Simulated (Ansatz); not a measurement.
# Starting-point dependence of the GW gap of Ta2O5 (Pmmm), part 2 of 2

How much of the starting functional survives in the G0W0 gap of Ta2O5 (Pmmm)?

Ansatz 0.2.0; G0W0 on several functionals, plane waves, PAW. Known limits of the many-body steps: not at the basis limit; no spin-orbit coupling; coarse k mesh.

So far. Step 2 (G0W0 on LDA): The gap on the mesh goes from 0.20 eV to 1.24 eV, a correction of +1.04 eV. Between the two edge states, bare exchange in place of the xc potential would open the gap by 10.70 eV, and correlation takes back 9.66 eV. Step 3 (G0W0 on HSE06): Against the run with 4×4×2 mesh, 202 empty bands, screening to 100 eV, PAW set soft_1 files on LDA, the gap moves by +0.29 eV, while the start moved by +1.28 eV.

In doubt: masses and optical values from hybrid runs of this build are listed as unsure (steps 3, 4, 5), which bears on the screening that GW takes from such a start.

**4. G0W0 on PBE0**

This step: G0W0 on PBE0, plane waves, PAW; PAW set soft_1.

input.yaml

```yaml
crystal:
  lattice:
    - [3.677, 0.0, 0.0]
    - [0.0, 3.897, 0.0]
    - [0.0, 0.0, 6.217]
  atoms:
    - { symbol: Ta, position: [0.5, 0.0, 0.5] }
    - { symbol: Ta, position: [0.0, 0.0, 0.0] }
    - { symbol: O, position: [0.0, 0.0, 0.3219126261] }
    - { symbol: O, position: [0.0, 0.0, 0.6780873739] }
    - { symbol: O, position: [0.5, 0.5, 0.5] }
    - { symbol: O, position: [0.5, 0.0, 0.0] }
    - { symbol: O, position: [0.0, 0.5, 0.0] }
kpoints:
  mp_grid: { grid: [4, 4, 2] }
hamiltonian:
  xc: pbe0
  pseudopotentials: { kind: paw, azcp: { folder: soft_1 } }
scf:
  occupations: { method: fixed }
gw:
  n_empty_bands: 202
  ecut_chi: 100
  qp_bands: [v2, c2]
  qp_kpoints: band_edges
  screening: { model: contour_deformation }
```

Run with:

```console
ansatz run input.yaml --threads 3 --pin off --max-ram 92160MiB --backend cuda --events-out ev --progress --plain --runs-dir out --devices 1 --max-vram 13GiB
```

Numbers of over 12 decimals in the logs are rounded to 6 here.

The log of the run:

```text
GPUs: using 1 of 1 available (devices: 1).
[...]
GPU FFT provider: cuFFT
GPU libraries: cuBLAS 13.8.2, cuFFT 12.4.0, cuSOLVER 12.3.4
Crystal: 7 atoms, lattice volume = 89.085 Å³
Basis set: ecut = 420 eV, 1749 PW (Γ)
Bands: 35, of which v1, the nominal top of the filled ones, is band 28 counted from 1 (27 counted from 0)
Symmetry: 8 space group operations
[...]
k-points: 18 of 32
[...]
1    29     10.6134   -13.0293    -4.3977   -17.6941  0.8219    10.8811    10.8805  root
     1    30     11.2412   -12.6148    -4.6920   -17.5012  0.8003    11.4360    11.4355  root
[...]
17    27      6.7995   -26.0866     4.3360   -22.4360  0.7746     7.4799     7.4850  root
    17    28      7.7433   -26.5714     4.4228   -22.8235  0.7802     8.4136     8.4183  root
    17    29     10.9314   -12.3013    -5.1019   -17.5783  0.7996    11.1068    11.1065  root
    17    30     13.1000   -15.7039    -4.4145   -20.6000  0.8107    13.5841    13.5816  root
[key lines of the parts left out:]
Free energy (F): -22704.436648 eV
Fermi energy:    7.743348 eV
```

It took 1.7 min on 1 × NVIDIA H100 80GB HBM3 (shared by 6 runs) with 3 threads of AMD EPYC 7R13 (Zen 3), shared host; peak memory 1.6 GiB; 2.2 min of CPU time.

This step gave:

```yaml
bands_summed: 230
rpa_eps_infinity_on_this_mesh_eigenvalues: 3.829, 4.547, 5.264
plane_waves_in_the_screening_matrix: 193
g0w0_gap_on_the_mesh: 1.766 eV
k_of_the_valence_top: -0.5, -0.5, -0.5
k_of_the_conduction_bottom: -0.5, 0, 0
starting_gap_on_the_mesh: 2.226 eV
least_direct_g0w0_gap_on_the_computed_points: 2.054 eV
```

Against the run with 4×4×2 mesh, 202 empty bands, screening to 100 eV, PAW set soft_1 files on HSE06, the gap moves by +0.24 eV, while the start moved by +0.75 eV.

**5. G0W0 on Hartree-Fock**

This step: G0W0 on Hartree-Fock, plane waves, PAW; PAW set soft_1.

input.yaml, as its differences from that of step 4:

```diff
@@ -16,3 +16,3 @@
 hamiltonian:
-  xc: pbe0
+  xc: hf
   pseudopotentials: { kind: paw, azcp: { folder: soft_1 } }
```

The log of the run:

```text
GPUs: using 1 of 1 available (devices: 1).
[...]
GPU FFT provider: cuFFT
GPU libraries: cuBLAS 13.8.2, cuFFT 12.4.0, cuSOLVER 12.3.4
Crystal: 7 atoms, lattice volume = 89.085 Å³
Basis set: ecut = 420 eV, 1749 PW (Γ)
Bands: 35, of which v1, the nominal top of the filled ones, is band 28 counted from 1 (27 counted from 0)
Symmetry: 8 space group operations
[...]
k-points: 18 of 32
[...]
1    29     14.8477   -11.8306    -3.3763   -11.8522  0.9006    11.5199    11.4930  root
     1    30     15.2640   -12.5934    -3.2105   -12.6103  0.8958    12.0965    12.0704  root
[...]
17    27      3.4626   -26.2061     3.2290   -26.1916  0.8739     6.6464     6.6770  root
    17    28      4.4687   -26.7040     3.2794   -26.6914  0.8762     7.7053     7.7356  root
    17    29     15.3810   -11.2224    -3.6710   -11.2332  0.8916    11.7599    11.7208  root
    17    30     17.3469   -14.8031    -3.2029   -14.8295  0.8959    14.1960    14.1704  root
[key lines of the parts left out:]
Free energy (F): -22417.998087 eV
Fermi energy:    4.468743 eV
```

Wall time 2 min (1 × NVIDIA H100 80GB HBM3 (shared by 6 runs) with 3 threads); peak memory 1.6 GiB; 2.7 min of CPU time.

This step gave:

```yaml
bands_summed: 230
rpa_eps_infinity_on_this_mesh_eigenvalues: 2.166, 2.461, 2.526
plane_waves_in_the_screening_matrix: 193
g0w0_gap_on_the_mesh: 2.984 eV
k_of_the_valence_top: -0.5, -0.5, -0.5
k_of_the_conduction_bottom: -0.5, 0, 0
starting_gap_on_the_mesh: 9.474 eV
least_direct_g0w0_gap_on_the_computed_points: 3.351 eV
```

Against the run with 4×4×2 mesh, 202 empty bands, screening to 100 eV, PAW set soft_1 files on PBE0, the gap moves by +1.22 eV, while the start moved by +7.25 eV.

**6. The starts together**

All on the 4×4×2 mesh with 202 empty bands and screening to 100 eV. Times are wall times on 1 × NVIDIA H100 80GB HBM3 (shared by 6 runs) with 3 threads of AMD EPYC 7R13 (Zen 3), shared host, good to a factor of about two.

```
       start  starting gap (eV)  shift (eV)  G0W0 gap (eV)  RPA ε∞ (harmonic mean)  Z (valence, conduction)     time
         LDA               0.20       +1.04           1.24                    8.33               0.68, 0.73     36 s
       HSE06               1.48       +0.05           1.53                    4.88               0.77, 0.81     72 s
        PBE0               2.23       −0.46           1.77                    4.47               0.78, 0.82  1.7 min
Hartree-Fock               9.47       −6.49           2.98                    2.37               0.88, 0.90    2 min
```

The parts of the quasiparticle energy at the two band edges (eV; QP = start + Σx + Σc − Vxc):

```
         run               edge  start      Σx     Σc     Vxc     Z     QP
         LDA        valence top   8.74  -26.40   4.96  -21.37  0.68   8.67
         LDA  conduction bottom   8.94  -12.84  -4.70  -18.52  0.73   9.91
       HSE06        valence top   8.14  -26.57   4.57  -22.41  0.77   8.55
       HSE06  conduction bottom   9.62  -12.47  -4.38  -17.31  0.81  10.08
        PBE0        valence top   7.74  -26.57   4.42  -22.82  0.78   8.42
        PBE0  conduction bottom   9.97  -12.45  -4.25  -16.91  0.82  10.18
Hartree-Fock        valence top   4.47  -26.70   3.28  -26.69  0.88   7.74
Hartree-Fock  conduction bottom  13.94  -11.15  -3.25  -11.18  0.90  10.72
```

For a hybrid start, Vxc holds its share of exact exchange.

**7. Summary of results**

| Quantity | Value |
| --- | --- |
| G0W0@LDA | 1.24 eV (start 0.20 eV) |
| G0W0@HSE06 | 1.53 eV (start 1.48 eV) |
| G0W0@PBE0 | 1.77 eV (start 2.23 eV) |
| G0W0@Hartree-Fock | 2.98 eV (start 9.47 eV) |
| known limits | not at the basis limit; no spin-orbit coupling; coarse k mesh |

What this shows: The starting gaps span 9.28 eV and the G0W0 gaps 1.74 eV. Between LDA and Hartree-Fock, 1.74 eV of the 9.28 eV survives, 19 %. On PBE0 and Hartree-Fock the correction is negative: that start lies above its own G0W0 value. The smallest correction, +0.05 eV, is on HSE06, the start nearest to reproducing itself. Bands and cutoff are finite, so the gap is not at the basis limit. The miss can reach some tenths of an eV and take either sign; the mesh is an error of its own. The 4×4×2 mesh is coarse for this cell (its supercell is 12 Å along the shortest edge). The RPA ε∞ on it, from the LDA start, is 6.90, 7.48 and 12.30; such meshes misread the long-range screening, most where the gap is narrow. The program warns that the mesh is coarse for exact exchange, which bears on the hybrid start's gap. The many-body steps are scalar-relativistic: spin-orbit coupling is not in them.

[Paths, hosts, dates, memory and timing lines, banners, echoed tables and standing remarks are left out of the program output.]

[Logs are printed without paths, hosts, clocks, repeated set-up lines and the standing remarks that a program may print on its own settings, such as how far it seeks lower states.]

[Runs of the session that timed out or met a known fault of the program may be left out.]

[Cells called generated may have been cut or substituted from an entry of the Crystallography Open Database or the Materials Project.]

[Hosts, paths, dates, database ids (printed as entryN), source tags and the programs' standing remarks are cut or masked in the printed files.]
